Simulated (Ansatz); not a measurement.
## What NaMgBr3 (model cell, started as cubic perovskite with Mg in the octahedra) distorts into

Wanted: the energy along a soft mode of NaMgBr3 (model cell, started as cubic perovskite with Mg in the octahedra) and the structure at the end.

Calculated with Ansatz 0.2.0; DFT PBE, scalar-relativistic, plane waves, PAW.

The structure was built from a prototype and need not be the compound's stable phase.

## 1. The structure

The structure is cubic, space group Pm-3m (No. 221). The conventional cell has a = 5.313 Å, b = 5.313 Å, c = 5.313 Å, α = 90.00°, β = 90.00°, γ = 90.00°. Na has 12 Br at 3.76 Å nearest. Nearest to Mg lie 6 Br at 2.66 Å. Nearest to Br lie 2 Mg at 2.66 Å and 4 Na at 3.76 Å. Farther neighbours and most contacts between anions are not listed.

## 2. Response at finite wavevector

The cell comes from relaxations at this level that are not shown. Stability and thermal properties need the whole zone. Linear response on a 2×2×2 q mesh gives force constants as far as a supercell of that size would, and the tensors from the zone-centre run are typed in so that the long-range dipole term is interpolated apart.

input.yaml

```yaml
crystal:
  lattice:
    - [5.3131069714, 0.0, 0.0]
    - [0.0, 5.3131069714, 0.0]
    - [0.0, 0.0, 5.3131069714]
  atoms:
    - { symbol: Na, position: [0.0, 0.0, 0.0] }
    - { symbol: Mg, position: [0.5, 0.5, 0.5] }
    - { symbol: Br, position: [0.5, 0.5, 0.0] }
    - { symbol: Br, position: [0.5, 0.0, 0.5] }
    - { symbol: Br, position: [0.0, 0.5, 0.5] }
kpoints:
  mp_grid: { grid: [4, 4, 4] }
hamiltonian:
  xc: pbe
scf:
  occupations: { method: fixed }
output:
  eigenvalues: true
phonons:
  method: dfpt
  qmesh: [2, 2, 2]
  temperatures: { t_max: 1000, t_step: 50 }
  qpath:
    path:
      - [[0.0, 0.0, 0.0], [0.0, 0.5, 0.0], [0.5, 0.5, 0.0], [0.0, 0.0, 0.0], [0.5, 0.5, 0.5], [0.0, 0.5, 0.0]]
      - [[0.5, 0.5, 0.5], [0.5, 0.5, 0.0]]
    npoints: 10
  non_analytic_term:
    high_frequency_dielectric_tensor: [[3.1543, 0.0, 0.0], [0.0, 3.1543, 0.0], [0.0, 0.0, 3.1543]]
    born_effective_charges:
      - { species: Na, tensor: [[1.3661, 0.0, 0.0], [0.0, 1.3661, 0.0], [0.0, 0.0, 1.3661]] }
      - { species: Mg, tensor: [[2.4355, 0.0, 0.0], [0.0, 2.4355, 0.0], [0.0, 0.0, 2.4355]] }
      - { species: Br, tensor: [[-0.8514, 0.0, 0.0], [0.0, -0.8514, 0.0], [0.0, 0.0, -2.0989]] }
      - { species: Br, tensor: [[-0.8514, 0.0, 0.0], [0.0, -2.0989, 0.0], [0.0, 0.0, -0.8514]] }
      - { species: Br, tensor: [[-2.0989, 0.0, 0.0], [0.0, -0.8514, 0.0], [0.0, 0.0, -0.8514]] }
    source: "zone-centre run at this cell"
```

Run with:

```
> ansatz run input.yaml --threads 4 --pin off --max-ram 14336MiB --backend cpu --events-out ev --progress --plain --runs-dir out
```

Numbers of over 12 decimals in the logs are rounded to 6 here.

What it wrote:

```text
Engine: ansatz 0.2.0, aarch64-unknown-linux-gnu
Pseudopotentials: kind: paw
Pseudopotential: Na, paw, valence charge 9, recommended cutoff 420 eV (normal), Na.paw.azcp
Pseudopotential: Mg, paw, valence charge 10, recommended cutoff 420 eV (normal), Mg.paw.azcp
Pseudopotential: Br, paw, valence charge 7, recommended cutoff 420 eV (normal), Br.paw.azcp
Functional definition: PBE
  parameter kappa = 0.804
  parameter beta = 0.066725
  exchange = pbe_x(kappa = kappa, mu = beta*pi^2/3)
  correlation = pbe_c(beta = beta)
Crystal: 5 atoms, lattice volume = 149.984 Å³
Basis set: ecut = 420 eV, 2945 PW (Γ), exchange–correlation on 72×72×72 points (8 copies of the dense FFT grid, shifted against one another)
Bands: 25, of which v1, the nominal top of the filled ones, is band 20 counted from 1 (19 counted from 0)
Symmetry: 48 space group operations
k-points: 10 of 64
Non-local potential: Na, projectors of the file, l = 0: 3, l = 1: 2, l = 2: 1
Non-local potential: Mg, projectors of the file, l = 0: 3, l = 1: 2, l = 2: 1
Non-local potential: Br, projectors of the file, l = 0: 2, l = 1: 2, l = 2: 2
PAW form: soft (Blöchl's): semilocal exchange-correlation on the pseudo side does not see the compensation charge
PAW one-centre angular grid: Na, 110 points (default); XC on 64 Gauss nodes
PAW one-centre angular grid: Mg, 110 points (default); XC on 64 Gauss nodes
PAW one-centre angular grid: Br, 110 points (default); XC on 64 Gauss nodes
Initial density: superposition of atomic densities (neutral atoms: chi_scale 0, normalization atom), corrected by the library's trained network
Initial wavefunctions: pseudopotential atomic-orbital guess
Functional: x = pbe(κ = 0.804, μ = 0.219515), c = pbe(β = 0.066725)
SCF iter   1: F=—  HF=-11766.626827 eV  |F-HF|=—  |Δ(HF+E_count)|=         —  Δρ=5.11e-4  dr2=9.98e-4  ethr=1.77e-3  ⟨swp⟩=6.9  Hψ=1131  notcnv=0  defer=26
preconditioner: auto → Resta (q_TF=auto, 2.189 Å⁻¹)  ε∞=2.9  [insulator: Δε(μ)=2.756 eV  Ē_g=10.680 eV  n_scr=26 (ndim 8)  ℏωp=14.9 eV  f_vac=0.116  ε∞_Penn≈2.9]
SCF iter   2: F=—  HF=-11766.626426 eV  |F-HF|=—  |Δ(HF+E_count)|=   4.01e-4  Δρ=2.58e-4  dr2=3.36e-4  ethr=2.50e-6  ⟨swp⟩=2.5  Hψ=568  notcnv=0  defer=29
SCF iter   3: F=—  HF=-11766.626444 eV  |F-HF|=—  |Δ(HF+E_count)|=   1.76e-5  Δρ=9.84e-5  dr2=2.93e-5  ethr=8.41e-7  ⟨swp⟩=2.0  Hψ=353  notcnv=0  defer=26
SCF iter   4: F=—  HF=-11766.626444 eV  |F-HF|=—  |Δ(HF+E_count)|=   1.59e-8  Δρ=2.82e-5  dr2=2.56e-6  ethr=7.32e-8  ⟨swp⟩=2.5  Hψ=393  notcnv=0  defer=23
SCF iter   5: F=—  HF=-11766.626440 eV  |F-HF|=—  |Δ(HF+E_count)|=   3.89e-6  Δρ=9.44e-6  dr2=1.15e-7  ethr=6.40e-9  ⟨swp⟩=2.0  Hψ=430  notcnv=0  defer=22
SCF iter   6: F=—  HF=-11766.626440 eV  |F-HF|=—  |Δ(HF+E_count)|=   5.56e-8  Δρ=3.67e-6  dr2=1.47e-8  ethr=2.87e-10  ⟨swp⟩=2.0  Hψ=396  notcnv=0  defer=22
SCF iter   7: F=—  HF=-11766.626440 eV  |F-HF|=—  |Δ(HF+E_count)|=   1.04e-8  Δρ=6.50e-7  dr2=7.32e-10  ethr=3.68e-11  ⟨swp⟩=2.0  Hψ=424  notcnv=0  defer=22
SCF iter   8: F=—  HF=-11766.626440 eV  |F-HF|=—  |Δ(HF+E_count)|=  4.91e-10  Δρ=2.03e-7  dr2=4.66e-11  ethr=1.83e-12  ⟨swp⟩=2.0  Hψ=440  notcnv=0  defer=22
SCF iter   9: F=-11766.626440 eV  HF=-11766.626440 eV  |F-HF|=7.28e-12  |Δ(HF+E_count)|=  1.46e-11  Δρ=5.48e-8  dr2=4.84e-12  ethr=1.00e-12  ⟨swp⟩=13.7  Hψ=1645  notcnv=0
SCF 1 converged in 9 iterations: F = -11766.626440 eV  dr2 = 4.84e-12
  greatest PAW one-centre occupation: 1.000 electrons in one spin orbital (limit 2), on the Mg atom at site 1 (counted from 0), in its partial waves of l = 0
NSCF: frozen V_eff on 10 k-points
NSCF: frozen V_eff on 27 k-points
DFPT response loops at q = (0, 0, 0) (fractional): preconditioner auto → none (the input reference at scf.mixing.eps_inf says where Resta's filter doesn't serve); β = 0.50; Broyden in place of MSR1
NSCF: frozen V_eff on 54 k-points
DFPT response loops at q = (0, 0, -0.5) (fractional): preconditioner auto → Resta (q_TF=auto, 2.189 Å⁻¹)  ε∞=4.7 (no band partly filled); β = 1.00, the filter's whole step (`scf.mixing.beta` (0.50) is not read by the response loops at its default; to damp them type it under 1.00, their step now; it binds the ground state too); Broyden in place of MSR1
NSCF: frozen V_eff on 54 k-points
DFPT response loops at q = (0, -0.5, -0.5) (fractional): mixed as the last ones told, above
NSCF: frozen V_eff on 54 k-points
DFPT response loops at q = (-0.5, -0.5, -0.5) (fractional): mixed as the last ones told, above
SCF converged after 9 iterations
Free energy (F): -11766.626440 eV
Harris-Foulkes:  -11766.626440 eV  (|F-HF|=7.28e-12)
Internal energy: -11766.626440 eV  (E = F + TS)
E sigma→0 (E₀):  -11766.626440 eV
Fermi energy:    1.941206 eV
--- Per-component energies (eV) ---
  E_band       = -676.560615
  E_kinetic    = 598.399412
  E_local      = -3978.789365  (includes V_loc(G=0)·N_el)
  E_nonlocal   = 420.965013
  E_hartree    = 1393.316399
  E_xc         = -862.761505
  E_vxc        = -399.799130  (∫ρ·V_xc dr)
  E_paw        = -7295.980245  (= ΣΔE_a)
  E_vpaw       = -103.969299  (= ΣTr[D̂ρ^β])
  E_aug_tail   = 0.000007  (compensation charges beyond the density's cutoff)
  E_ewald      = -2041.776156
  E_smearing   = -0.000000  (= −TS)
  E_closure    = 0.000000  (closes the sum)
  Σ components = -11766.626440   (vs F -11766.626440, Δ=0.00e0)
--- Band table (eV; the first three rows and the last of 10) ---
  k-point 0: bands = [... 16 lower, 1.1466, 1.4161, 1.4161, 1.4161, 4.6935, 5.1501, 8.9902, 8.9902, ... 1 higher]
  k-point 1: bands = [... 16 lower, 0.9565, 1.0370, 1.3383, 1.3383, 5.6229, 5.8479, 8.6408, 9.1949, ... 1 higher]
  k-point 2: bands = [... 16 lower, 0.6811, 0.9338, 1.3236, 1.3236, 6.9325, 6.9746, 7.5070, 9.4786, ... 1 higher]
  k-point 9: bands = [... 16 lower, 0.8385, 1.9412, 1.9412, 1.9412, 5.8272, 7.7971, 7.7971, 7.7971, ... 1 higher]
--- Phonons (Γ-DFPT): 4 representative perturbations + reference (Σ response iterations 12) ---
  ASR residual: 1.288e-4 → 0.000e0 eV/Å²; symmetrization residual: 4.860e-6 eV/Å²
  ASR residual per site (eV/Å²): 1.73e-5 1.29e-4 3.87e-5 3.87e-5 3.87e-5
  Γ frequencies (cm⁻¹): -78.87 -78.87 -78.87 0.00 0.00 0.00 24.95 24.95 24.95 84.53 84.53 84.53 202.97 202.97 202.97
--- Phonons (arbitrary-q DFPT): 4 irreducible q on the 2×2×2 mesh ---
  q = [0.0000, 0.0000, 0.0000] (star 1, of the zone-centre solve; hermiticity 1.80e-6, symmetrization 9.17e-13): -78.87 -78.87 -78.87 -0.00 0.00 0.00 24.95 24.95 24.95 84.53 84.53 84.53 202.97 202.97 202.97
  q = [0.0000, 0.0000, -0.5000] (star 3, 9 solved perturbations in 216 linear systems a pass and spin channel, the states on 27 of 64 k-point pairs; hermiticity 9.58e-7, symmetrization 2.01e-8): -73.21 -73.21 11.53 11.53 31.69 50.15 50.15 56.88 63.02 86.34 86.34 163.87 202.29 202.29 240.36
  q = [0.0000, -0.5000, -0.5000] (star 3, 9 solved perturbations in 216 linear systems a pass and spin channel, the states on 27 of 64 k-point pairs; hermiticity 1.30e-6, symmetrization 6.65e-8): -67.92 -67.92 -64.86 -57.80 42.80 42.80 62.43 62.43 82.63 91.86 105.48 173.01 201.78 248.59 248.59
  q = [-0.5000, -0.5000, -0.5000] (star 1, 4 solved perturbations in 81 linear systems a pass and spin channel, the states on 27 of 64 k-point pairs; hermiticity 1.06e-6, symmetrization 2.06e-8): -74.35 -74.35 -74.35 -58.02 -58.02 -58.02 86.27 86.27 86.27 103.91 103.91 185.17 253.31 253.31 253.31
  sum rule: each row above includes the acoustic sum rule's correction from the zone centre's row sums; it moved no ω² by more than (1.20 cm⁻¹)²
  mesh force constants: q→R imaginary residual 4.19e-18; ASR residual 1.288e-4 → 0.000e0 eV/Å²; symmetrization residual 7.105e-15 eV/Å²
  interpolated dispersion: 63 rows × 15 modes
  density of states and harmonic sums: on the 12×12×12 q-mesh, interpolated from the force constants of a 2×2×2 supercell (with the dipole–dipole term of supplied tensors)
  largest difference from the sums on the solved wave vectors: F 2.24e-1 eV, S 2.87e-4 and C_V 6.90e-5 eV/K
  zero-point energy: 0.078925 eV/cell   skipped modes (ω ≤ 0): 369, of them read as no rigid motion or as one in doubt: 366 (4.482e0 modes/cell left out, lowest -78.87 cm⁻¹)   left out of the sums: 2.99e-1 of the cell's modes: C_V's classical limit lies that fraction below 3 k_B per atom; for a crystal, a wire or a layer, F and S can be off by more, and a phonons.interpolated_qmesh denser along its periods is the remedy for the sampling
```

It took 47 s on 4 threads of Arm Neoverse V2, shared host; peak memory 0.68 GiB; 3 min of CPU time.

In the SCF lines HF is the Harris–Foulkes energy and dr2 the Hartree energy of the density residual, in eV; the loop may stop once dr2 is under the threshold and the program's other checks hold. Hψ counts applications of the Hamiltonian.

A gap read on the k-mesh alone can miss the band edges.

Numbers from this step:

| Property | Result |
| --- | --- |
| gap on the k-mesh | 2.752 eV |
| volume per atom | 30.00 Å³ |
| sum-rule residual before enforcement | 1.29e-4 eV/Å² |
| lowest frequency on the path | -78.87 cm⁻¹ |
| point group | m-3m |
| highest frequency on the path or at a solved wavevector | 272.3 cm⁻¹ |
| highest optical mode at the zone centre (no LO-TO term) | 203.0 cm⁻¹ |
| lowest optical zone-centre mode | -78.87 cm⁻¹ |
| lowest mode on the q mesh (acoustic modes at Γ apart) | -78.87 cm⁻¹ |

Frequencies (cm⁻¹) solved at each irreducible wavevector; negative means imaginary. Frequencies by wavevector, by row:

| q in reciprocal lattice units | star | mode 1 | mode 2 | mode 3 | mode 4 | mode 13 | mode 14 | mode 15 |
| --- | --- | --- | --- | --- | --- | --- | --- | --- |
| 0 0 0 | 1 | -78.9 | -78.9 | -78.9 | 0 | 203 | 203 | 203 |
| 0 0 -0.5 | 3 | -73.2 | -73.2 | 11.5 | 11.5 | 202.3 | 202.3 | 240.4 |
| 0 -0.5 -0.5 | 3 | -67.9 | -67.9 | -64.9 | -57.8 | 201.8 | 248.6 | 248.6 |
| -0.5 -0.5 -0.5 | 1 | -74.3 | -74.3 | -74.3 | -58 | 253.3 | 253.3 | 253.3 |

Interpolated from a 2×2×2 q mesh, with the LO-TO term (at Γ the limit along the path; where Γ stands inside the path, tables give the limit on arrival). The phonon branches at the labelled points (cm⁻¹):

| point | branch 1 | branch 2 | branch 3 | branch 4 | branch 12 | branch 13 | branch 14 | branch 15 |
| --- | --- | --- | --- | --- | --- | --- | --- | --- |
| Γ | -79 | -79 | -21 | 0 | 99 | 203 | 203 | 272 |
| halfway | -76 | -76 | 15 | 15 | 124 | 203 | 203 | 260 |
| X | -73 | -73 | 12 | 12 | 164 | 202 | 202 | 240 |
| halfway | -72 | -69 | -45 | -39 | 156 | 202 | 229 | 244 |
| M | -68 | -68 | -65 | -58 | 173 | 202 | 249 | 249 |
| halfway | -73 | -71 | -41 | -28 | 134 | 202 | 209 | 257 |
| Γ | -79 | -79 | -21 | 0 | 99 | 203 | 203 | 272 |
| halfway | -71 | -71 | -50 | -33 | 144 | 214 | 214 | 255 |
| R | -74 | -74 | -74 | -58 | 185 | 253 | 253 | 253 |
| halfway | -71 | -70 | -58 | -44 | 159 | 218 | 236 | 247 |
| X | -73 | -73 | 12 | 12 | 164 | 202 | 202 | 240 |
| jump to R | -74 | -74 | -74 | -58 | 185 | 253 | 253 | 253 |
| halfway | -70 | -70 | -70 | -58 | 173 | 228 | 251 | 251 |
| M | -68 | -68 | -65 | -58 | 173 | 202 | 249 | 249 |

Symmetry leaves 4 wavevectors to solve. The lowest mode among them, the acoustic zeros apart, lies at Γ and is imaginary, 78.9i cm⁻¹, so the energy falls along it.

## 3. The mode frozen in, largest atomic shift 0 Å

The mode followed lies at q = (-0.5, -0.5, -0.5) with frequency 74.4i cm⁻¹ and is 3-fold degenerate, one of the unstable modes though not the softest. At small amplitude the distorted cell has space group no. 74 by a symmetry search on the positions. The undistorted cell that holds it gives the zero of energy on the same k mesh.

System of this step: NaMgBr3 (model cell, started as cubic perovskite with Mg in the octahedra). The structure is cubic, space group Pm-3m (No. 221). The conventional cell has a = 5.313 Å, b = 5.313 Å, c = 5.313 Å, α = 90.00°, β = 90.00°, γ = 90.00°. Nearest to Na lie 12 Br at 3.76 Å. Nearest to Mg lie 6 Br at 2.66 Å. Nearest to Br lie 2 Mg at 2.66 Å and 4 Na at 3.76 Å. Farther neighbours and most contacts between anions are not listed.

input.yaml

```yaml
crystal:
  lattice:
    - [5.3131069714, 5.3131069714, 0.0]
    - [5.3131069714, 0.0, 5.3131069714]
    - [5.3131069714, 0.0, -5.3131069714]
  atoms:
    - { symbol: Na, position: [0.0, 0.0, 0.0] }
    - { symbol: Na, position: [0.0, 0.5, 0.5] }
    - { symbol: Mg, position: [0.5, 0.25, 0.75] }
    - { symbol: Mg, position: [0.5, 0.75, 0.25] }
    - { symbol: Br, position: [0.5, 0.5, 0.5] }
    - { symbol: Br, position: [0.5, 0.0, 0.0] }
    - { symbol: Br, position: [0.0, 0.0, 0.5] }
    - { symbol: Br, position: [0.0, 0.5, 0.0] }
    - { symbol: Br, position: [0.5, 0.0, 0.5] }
    - { symbol: Br, position: [0.5, 0.5, 0.0] }
kpoints:
  mp_grid: { grid: [4, 4, 4] }
hamiltonian:
  xc: pbe
scf:
  occupations: { method: gaussian, width: 0.02 }
output:
  forces: true
  stress: true
  eigenvalues: true
```

What it wrote:

```text
[...]
Crystal: 10 atoms, lattice volume = 299.969 Å³
Basis set: ecut = 420 eV, 5961 PW (Γ), exchange–correlation on 108×108×108 points (8 copies of the dense FFT grid, shifted against one another)
Bands: 50, of which v1, the nominal top of the filled ones, is band 40 counted from 1 (39 counted from 0)
Symmetry: 96 space group operations
[...]
k-points: 8 of 64
[...]
k-point 0: bands = [... 36 lower, 1.4160, 1.9411, 1.9411, 1.9411, 4.6935, 5.1501, 5.8272, 7.7971, ... 3 higher]
  k-point 1: bands = [... 36 lower, 1.4103, 1.7417, 1.7417, 1.8083, 5.4044, 5.6591, 6.2009, 7.5099, ... 3 higher]
  k-point 2: bands = [... 36 lower, 1.5162, 1.5162, 1.5162, 1.5162, 6.5287, 6.5287, 6.6774, 6.6774, ... 3 higher]
  k-point 7: bands = [... 36 lower, 1.1105, 1.1105, 1.5626, 1.5626, 7.0963, 7.0963, 7.4466, 7.4466, ... 3 higher]
[key lines of the parts left out:]
SCF converged after 6 iterations
Free energy (F): -23533.253121 eV
Fermi energy:    3.317378 eV
P = ⅓ Tr σ = 0.0058 GPa (0.058 kbar)
```

Wall time 1.5 s (4 threads); peak memory 0.7 GiB.

This step gave:

| Property | Result |
| --- | --- |
| pressure | 0.005766 GPa |
| energy from the undistorted cell | 0 meV/atom |

At this level the gap is 2.75 eV on the k-mesh of the self-consistent run, which can miss the band edges.

## 4. The mode frozen in, largest atomic shift 0.6 Å

The atoms are moved along the unstable eigenvector, the largest shift by 0.6 Å, with the cell fixed.

input.yaml

```yaml
crystal:
  lattice:
    - [5.3131069714, 5.3131069714, 0.0]
    - [5.3131069714, 0.0, 5.3131069714]
    - [5.3131069714, 0.0, -5.3131069714]
  atoms:
    - { symbol: Na, position: [-0.0798523484, 0.0798523484, 0.0] }
    - { symbol: Na, position: [0.0798523484, 0.4201476516, 0.5] }
    - { symbol: Mg, position: [0.5, 0.25, 0.75] }
    - { symbol: Mg, position: [0.5, 0.75, 0.25] }
    - { symbol: Br, position: [0.5, 0.4957896968, 0.4957896968] }
    - { symbol: Br, position: [0.5, 0.0042103032, 0.0042103032] }
    - { symbol: Br, position: [0.0, 0.0042103032, 0.5042103032] }
    - { symbol: Br, position: [0.0, 0.4957896968, -0.0042103032] }
    - { symbol: Br, position: [0.4915793937, 0.0084206063, 0.5] }
    - { symbol: Br, position: [0.5084206063, 0.4915793937, 0.0] }
kpoints:
  mp_grid: { grid: [4, 4, 4] }
hamiltonian:
  xc: pbe
scf:
  occupations: { method: gaussian, width: 0.02 }
output:
  forces: true
  stress: true
  eigenvalues: true
```

What it wrote:

```text
[...]
Crystal: 10 atoms, lattice volume = 299.969 Å³
Basis set: ecut = 420 eV, 5961 PW (Γ), exchange–correlation on 108×108×108 points (8 copies of the dense FFT grid, shifted against one another)
Bands: 50, of which v1, the nominal top of the filled ones, is band 40 counted from 1 (39 counted from 0)
Symmetry: 8 space group operations
[...]
k-points: 18 of 64
[...]
k-point 0: bands = [... 36 lower, 1.3680, 1.8223, 1.8784, 1.9052, 4.6327, 5.3114, 6.0255, 7.7063, ... 3 higher]
  k-point 1: bands = [... 36 lower, 1.3550, 1.6594, 1.6810, 1.7435, 5.3499, 5.8092, 6.3924, 7.4711, ... 3 higher]
  k-point 2: bands = [... 36 lower, 1.4698, 1.4698, 1.4874, 1.4874, 6.5645, 6.5645, 6.7557, 6.7557, ... 3 higher]
  k-point 17: bands = [... 36 lower, 0.9366, 1.2870, 1.2966, 1.8959, 6.8687, 7.1148, 7.3673, 7.6490, ... 3 higher]
[key lines of the parts left out:]
SCF converged after 6 iterations
Free energy (F): -23533.388194 eV
Fermi energy:    3.268964 eV
P = ⅓ Tr σ = 0.3069 GPa (3.069 kbar)
```

Elapsed: 3 s, on 4 threads; peak memory 0.78 GiB.

Numbers from this step:

- pressure: 0.3069 GPa
- gap on the k-mesh: 2.728 eV
- energy from the undistorted cell: -13.51 meV/atom

The energy, extrapolated to zero smearing, is -13.51 meV/atom against the undistorted cell.

The run ends at a pressure of 0.31 GPa, with forces up to 0.13 eV/Å.

## 5. Energy along the mode, all amplitudes (two of the runs are shown above)

An imaginary frequency means negative curvature, so the energy should fall and then rise again as anharmonic terms take over.

Numbers from this step:

| Item | Value |
| --- | --- |
| depth at the lowest point sampled | 13.51 meV/atom |
| largest atomic shift at that point | 0.6 Å |

The energy from the parent by largest atomic shift:

| largest atomic shift (Å) | energy from the parent (meV/atom) |
| --- | --- |
| 0.000 | 0 |
| 0.040 | -0.08 |
| 0.080 | -0.321 |
| 0.140 | -0.975 |
| 0.220 | -2.36 |
| 0.320 | -4.81 |
| 0.450 | -8.81 |
| 0.600 | -13.5 |

Displacement at unit largest shift by atom:

| atom | x (Å) | y (Å) | z (Å) | size |
| --- | --- | --- | --- | --- |
| Na1 | 0.000 | -0.707 | 0.707 | 1.000 |
| Na2 | 0.000 | 0.707 | -0.707 | 1.000 |
| Mg3 | 0.000 | 0.000 | 0.000 | 0.000 |
| Mg4 | 0.000 | 0.000 | 0.000 | 0.000 |
| Br5 | -0.075 | 0.000 | 0.000 | 0.075 |
| Br6 | 0.075 | 0.000 | 0.000 | 0.075 |
| Br7 | 0.075 | 0.000 | 0.000 | 0.075 |
| Br8 | -0.075 | 0.000 | 0.000 | 0.075 |
| Br9 | 0.000 | -0.075 | 0.075 | 0.106 |
| Br10 | 0.000 | 0.075 | -0.075 | 0.106 |

The lowest of the steps tried is the last one, at 0.6 Å, 13.5 meV/atom below the parent; the bottom of the well need not coincide with a step.

[end of part 1 of 3]

[Logs are printed without paths, hosts, clocks, repeated set-up lines and the standing remarks that a program may print on its own settings, such as how far it seeks lower states.]

[Hosts, paths, dates, database ids (printed as entryN), source tags and the programs' standing remarks are cut or masked in the printed files.]
